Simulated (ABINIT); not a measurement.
**Quasiparticle gap of Ta2O5 (P2/m) in ABINIT**

How does a plane-wave GW calculation on Ta2O5 (P2/m) run from the first input to the gap?

Main program and level: ABINIT 10.8.3; PBEsol and many-body steps on it, plane waves.

### Step 1. Starting point

Symmetry: P2/m, No. 10, monoclinic system. Conventional cell: a = 3.841 Å, b = 3.863 Å, c = 6.778 Å, α = 90.00°, β = 105.57°, γ = 90.00°. Nearest to Ta lie 6 O at 1.90 to 2.21 Å. Nearest to O lie 2 Ta at 1.93 Å. Nearest to O lie 3 Ta at 1.98 to 2.21 Å. O has 2 Ta at 1.90 Å nearest. Farther neighbours and most contacts between anions are not listed.

The cell and positions are those that the Materials Project relaxed with its own functionals (PBE, PBE+U or r2SCAN), kept fixed. Spin-orbit coupling is left out unless a step names it.

### Step 2. Ground state

This step: ABINIT 10.8.3; DFT, PBEsol, plane waves, norm-conserving pseudopotentials.

The ground-state density comes first.

run.abi reads:

```
acell 3*1.0 Angstrom
rprim 
  3.841408013900 0.000000000000 -0.000000000000
  0.000000000000 3.862715750000 0.000000000000
  -1.818942144500 0.000000000000 6.528959420100
ntypat 2
znucl 73 8
natom 7
typat 1 1 2 2 2 2 2
xred 
  0.649530730000 0.000000000000 0.791314530000
  0.350469270000 0.000000000000 0.208685470000
  0.662124300000 0.500000000000 0.798329290000
  0.337875700000 0.500000000000 0.201670710000
  0.189760570000 0.000000000000 0.870621250000
  0.810239430000 0.000000000000 0.129378750000
  0.500000000000 0.000000000000 0.500000000000
pp_dirpath "pseudos"
pseudos "Ta.upf, O.upf"
ecut 36
ngkpt 6 6 4
nshiftk 1
shiftk 0 0 0
kptopt 1
chksymbreak 0
nband 35
occopt 1
tolvrs 1e-10
nstep 60
prtwf 0
indata_prefix "in"
outdata_prefix "out"
tmpdata_prefix "tmp"
```

Started as:

```sh
> OMP_NUM_THREADS=1 mpirun -n 4 abinit run.abi > log
```

Numbers of over 12 decimals in the logs are rounded to 6 here.

What it wrote:

```text
.Version 10.8.3 of ABINIT. v10.8.2 released Aug 2026.

 Symmetries : space group P2/m (# 10); Bravais mP (primitive monocl.)
================================================================================
 Values of the parameters that define the memory need of the present run
     intxc =       0    ionmov =       0      iscf =       7    lmnmax =       8
     lnmax =       8     mgfft =      72  mpssoang =       4    mqgrid =    3333
     natom =       7  nloc_mem =       1    nspden =       1   nspinor =       1
    nsppol =       1      nsym =       4    n1xccc =    2501    ntypat =       2
    occopt =       1   xclevel =       2
-    mband =          35        mffmem =           1         mkmem =          14
       mpw =        6774          nfft =      115200          nkpt =          56
================================================================================
  Rough estimation (10% accuracy) of disk space for files :
================================================================================

--------------------------------------------------------------------------------
------------- Echo of variables that govern the present computation ------------
--------------------------------------------------------------------------------
 -outvars: echo values of preprocessed input variables --------
            acell      1.8897261259E+00  1.8897261259E+00  1.8897261259E+00 Bohr

      chksymbreak           0
             ecut      3.60000000E+01 Hartree
-          fftalg         312

              ixc     -116133
              kpt      0.00000000E+00  0.00000000E+00  0.00000000E+00
                       1.66666667E-01  0.00000000E+00  0.00000000E+00
                       3.33333333E-01  0.00000000E+00  0.00000000E+00
                       5.00000000E-01  0.00000000E+00  0.00000000E+00
                       0.00000000E+00  1.66666667E-01  0.00000000E+00
                       1.66666667E-01  1.66666667E-01  0.00000000E+00
                       3.33333333E-01  1.66666667E-01  0.00000000E+00
                       5.00000000E-01  1.66666667E-01  0.00000000E+00
                       0.00000000E+00  3.33333333E-01  0.00000000E+00
   [... 39 further rows ...]
                       0.00000000E+00  3.33333333E-01  5.00000000E-01
                       1.66666667E-01  3.33333333E-01  5.00000000E-01
                       outvar_i_n : Printing only first  50 k-points.
         kptrlatt        6    0    0      0    6    0      0    0    4
          kptrlen      4.35552545E+01
P           mkmem          14
            natom           7
            nband          35
            ngfft          40      40      72
             nkpt          56
            nstep          60
             nsym           4
           ntypat           2
              occ      2.000000  2.000000  2.000000  2.000000  2.000000  2.000000
                       2.000000  2.000000  2.000000  2.000000  2.000000  2.000000
                       2.000000  2.000000  2.000000  2.000000  2.000000  2.000000
                       2.000000  2.000000  2.000000  2.000000  2.000000  2.000000
                       2.000000  2.000000  2.000000  2.000000  0.000000  0.000000
                       0.000000  0.000000  0.000000  0.000000  0.000000
            prtwf           0
            rprim      3.8414080139E+00  0.0000000000E+00 -0.0000000000E+00
[...]
spgroup          10

           tolvrs      1.00000000E-10

             xred      6.4953073000E-01  0.0000000000E+00  7.9131453000E-01
[...]
znucl       73.00000    8.00000

================================================================================

 chkinp: Checking input parameters for consistency.

================================================================================
== DATASET  1 ==================================================================
-   mpi_nproc: 4, omp_nthreads: 1 (-1 if OMP is not activated)

--- !DatasetInfo
iteration_state: {dtset: 1, }
dimensions: {natom: 7, nkpt: 56, mband: 35, nsppol: 1, nspinor: 1, nspden: 1, mpw: 6774, }
cutoff_energies: {ecut:  36.0, pawecutdg:  -1.0, }
electrons: {nelect:   5.60000000E+01, charge:   0.00000000E+00, occopt:   1.00000000E+00, tsmear:   1.00000000E-02, }

 Real(R)+Recip(G) space primitive vectors, cartesian coordinates (Bohr,Bohr^-1):
 R(1)=  7.2592091  0.0000000  0.0000000  G(1)=  0.1377561  0.0000000  0.0383783
 R(2)=  0.0000000  7.2994749  0.0000000  G(2)=  0.0000000  0.1369962  0.0000000
 R(3)= -3.4373025  0.0000000 12.3379452  G(3)=  0.0000000  0.0000000  0.0810508
 Unit cell volume ucvol=  6.5376815E+02 bohr^3
 Angles (23,13,12)=  9.00000000E+01  1.05567626E+02  9.00000000E+01 degrees

 getcut: wavevector=  0.0000  0.0000  0.0000  ngfft=  40  40  72
         ecut(hartree)=     36.000   => boxcut(ratio)=   2.02886

--- Pseudopotential description ------------------------------------------------
- Ta Generated using ONCVPSP code by D. R. Hamann
- 73.00000  13.00000  180301                  znucl, zion, pspdat
12 -116133 3 -1 1432                          pspcod,pspxc,lmax,lloc,mmax
     nproj     2     2     2     2
  pspatm : epsatm=   21.70780620
         --- l  ekb(1:nproj) -->
[...]
pspatm: atomic psp has been read  and splines computed

[...]
ETOT 15  -212.92593667960     1.990E-12 9.141E-05 1.089E-09
 ETOT 16  -212.92593667960     4.263E-13 7.995E-05 1.187E-10
 ETOT 17  -212.92593667960    -1.705E-12 5.084E-05 9.744E-12

 At SCF step   17       vres2   =  9.74E-12 < tolvrs=  1.00E-10 =>converged.

 Cartesian components of stress tensor (hartree/bohr^3)
  sigma(1 1)=  1.16610584E-04  sigma(3 2)=  0.00000000E+00
  sigma(2 2)=  1.29166503E-04  sigma(3 1)=  1.92070587E-06
  sigma(3 3)=  1.27250316E-04  sigma(2 1)=  0.00000000E+00

--- !ResultsGS
iteration_state: {dtset: 1, }
comment   : Summary of ground state results
lattice_vectors:
- [  7.2592091,   0.0000000,  -0.0000000, ]
- [  0.0000000,   7.2994749,   0.0000000, ]
- [ -3.4373025,   0.0000000,  12.3379452, ]
lattice_lengths: [   7.25921,    7.29947,   12.80781, ]
lattice_angles: [ 90.000, 105.568,  90.000, ] # degrees, (23, 13, 12)
lattice_volume:   6.5376815E+02
convergence: {deltae: -1.705E-12, res2:  9.744E-12, residm:  5.084E-05, diffor: null, }
etotal    :  -2.12925937E+02
entropy   :   0.00000000E+00
fermie    :   1.39275059E-01
cartesian_stress_tensor: # hartree/bohr^3
- [  1.16610584E-04,   0.00000000E+00,   1.92070587E-06, ]
- [  0.00000000E+00,   1.29166503E-04,   0.00000000E+00, ]
- [  1.92070587E-06,   0.00000000E+00,   1.27250316E-04, ]
pressure_GPa:  -3.6583E+00
xred      :
- [  6.4953E-01,   0.0000E+00,   7.9131E-01, Ta]
- [  3.5047E-01,   0.0000E+00,   2.0869E-01, Ta]
- [  6.6212E-01,   5.0000E-01,   7.9833E-01,  O]
- [  3.3788E-01,   5.0000E-01,   2.0167E-01,  O]
- [  1.8976E-01,   0.0000E+00,   8.7062E-01,  O]
- [  8.1024E-01,   0.0000E+00,   1.2938E-01,  O]
- [  5.0000E-01,   0.0000E+00,   5.0000E-01,  O]
cartesian_forces: # hartree/bohr
- [ -6.72969613E-04,  -0.00000000E+00,   1.10065334E-03, ]
- [  6.72969613E-04,  -0.00000000E+00,  -1.10065334E-03, ]
- [ -3.15230049E-04,  -0.00000000E+00,  -3.43551945E-04, ]
- [  3.15230049E-04,  -0.00000000E+00,   3.43551945E-04, ]
- [  1.62621386E-04,  -0.00000000E+00,  -9.08749915E-05, ]
- [ -1.62621386E-04,  -0.00000000E+00,   9.08749915E-05, ]
- [ -0.00000000E+00,  -0.00000000E+00,  -3.87215062E-21, ]
force_length_stats: {min:   3.87215062E-21, max:   1.29008755E-03, mean:   5.55039169E-04, }

 Integrated electronic density in atomic spheres:
 ------------------------------------------------
 Atom  Sphere_radius  Integrated_density
[...]
================================================================================

 ----iterations are completed or convergence reached----

 Mean square residual over all n,k,spin=   83.504E-09; max=  50.836E-06
 reduced coordinates (array xred) for    7 atoms
[...]
0.337875700000      0.500000000000      0.201670710000
       0.189760570000      0.000000000000      0.870621250000
       0.810239430000      0.000000000000      0.129378750000
       0.500000000000      0.000000000000      0.500000000000
 rms dE/dt=  5.3082E-03; max dE/dt=  1.5893E-02; dE/dt below (all hartree)
    1       0.004885227129      0.000000000000     -0.015893000756
    2      -0.004885227129      0.000000000000      0.015893000756
    3       0.002288320832      0.000000000000      0.003155184034
    4      -0.002288320832      0.000000000000     -0.003155184034
    5      -0.001180502641      0.000000000000      0.001680189559
    6       0.001180502641      0.000000000000     -0.001680189559
    7       0.000000000000      0.000000000000      0.000000000000

 cartesian coordinates (angstrom) at end:
    1      1.055757     0.000000     5.166460
    2      0.966709     0.000000     1.362499
    3      1.091375     1.931358     5.212260
[...]
cartesian forces (hartree/bohr) at end:
[...]
frms,max,avg= 4.2722000E-04 1.1006533E-03   0.000E+00  0.000E+00  0.000E+00 h/b

 cartesian forces (eV/Angstrom) at end:
[...]
3     -0.016210    -0.000000    -0.017666
    4      0.016210    -0.000000     0.017666
    5      0.00836233    -0.000000    -0.00467298
    6     -0.00836233    -0.000000     0.00467298
    7     -0.000000    -0.000000    -0.000000
 frms,max,avg= 2.1968536E-02 5.6597871E-02   0.000E+00  0.000E+00  0.000E+00 e/A
 length scales=  1.889726125908  1.889726125908  1.889726125908 bohr
              =  1.000000000000  1.000000000000  1.000000000000 angstroms
 prteigrs : about to open file out_EIG
 Fermi (or HOMO) energy (hartree) =   0.13928   Average Vxc (hartree)=  -0.37998
 Eigenvalues (hartree) for nkpt=  56  k points:
 kpt#   1, nband= 35, wtk=  0.00694, kpt=  0.0000  0.0000  0.0000 (reduced coord)
  -2.35143   -2.35112   -1.13039   -1.12361   -1.12147   -1.12127   -1.11752   -1.11677
  -0.53521   -0.50528   -0.48193   -0.47931   -0.47894   -0.04775   -0.04699   -0.04413
   0.01858    0.02156    0.04441    0.04905    0.06104    0.07409    0.08348    0.09960
   0.10381    0.10857    0.11491    0.11628    0.22133    0.23590    0.24153    0.29741
   0.29965    0.33315    0.35448
 prteigrs : prtvol=0 or 1, do not print more k-points.

--- !EnergyTerms
iteration_state     : {dtset: 1, }
comment             : Components of total free energy in Hartree
kinetic             :  8.91079104116136E+01
hartree             :  6.05885386294326E+01
xc                  : -4.99295492064545E+01
Ewald energy        : -1.25389843722609E+02
psp_core            :  6.38670241407222E+00
local_psp           : -1.89813402744577E+02
non_local_psp       : -3.87629246107533E+00
total_energy        : -2.12925936679597E+02
total_energy_eV     : -5.79400990477581E+03
band_energy         : -2.68853295892898E+01

 Cartesian components of stress tensor (hartree/bohr^3)
  sigma(1 1)=  1.16610584E-04  sigma(3 2)=  0.00000000E+00
  sigma(2 2)=  1.29166503E-04  sigma(3 1)=  1.92070587E-06
  sigma(3 3)=  1.27250316E-04  sigma(2 1)=  0.00000000E+00

-Cartesian components of stress tensor (GPa)         [Pressure= -3.6583E+00 GPa]
- sigma(1 1)=  3.43080183E+00  sigma(3 2)=  0.00000000E+00
- sigma(2 2)=  3.80020973E+00  sigma(3 1)=  5.65091177E-02
- sigma(3 3)=  3.74383356E+00  sigma(2 1)=  0.00000000E+00

== END DATASET(S) ==============================================================
================================================================================

 -outvars: echo values of variables after computation  --------
           etotal     -2.1292593668E+02
            nband          35
             nkpt          56
          spgroup          10
 [... the other variables as echoed above ...]

 Calculation completed.
```

The job ended after 3.2 min (4 MPI ranks of Arm Neoverse V2, shared host; peak memory 0.53 GiB).

This step gave:

* total energy: -5794.0099 eV
* gap: 2.192 eV
* k of the valence top: 0.5, 0.5, 0.5
* k of the conduction bottom: 0, 0, 0.5
* least direct gap: 2.859 eV
* pressure: -3.658 GPa

The gap is indirect, with the least direct gap 0.67 eV higher.

The cutoff was set for levels, not for stress, so the pressure can be off by some GPa.

(Continued in part 2 of 3.)

[Paths, hosts, dates, memory and timing lines, banners, echoed tables and standing remarks are left out of the program output.]

[Logs are printed without paths, hosts, clocks, repeated set-up lines and the standing remarks that a program may print on its own settings, such as how far it seeks lower states.]

[Runs of the session that timed out or met a known fault of the program may be left out.]

[Hosts, paths, dates, database ids (printed as entryN), source tags and the programs' standing remarks are cut or masked in the printed files.]

[G0W0 gaps are taken among the corrected bands and points alone; a level outside them can change the order at an edge.]

[Where Ansatz stands beside ABINIT at settings called matched, ABINIT's density can come from a denser mesh and the files from another edition; pairs whose starting gaps differed by over 0.03 eV were left out, so agreement reads better than it is.]
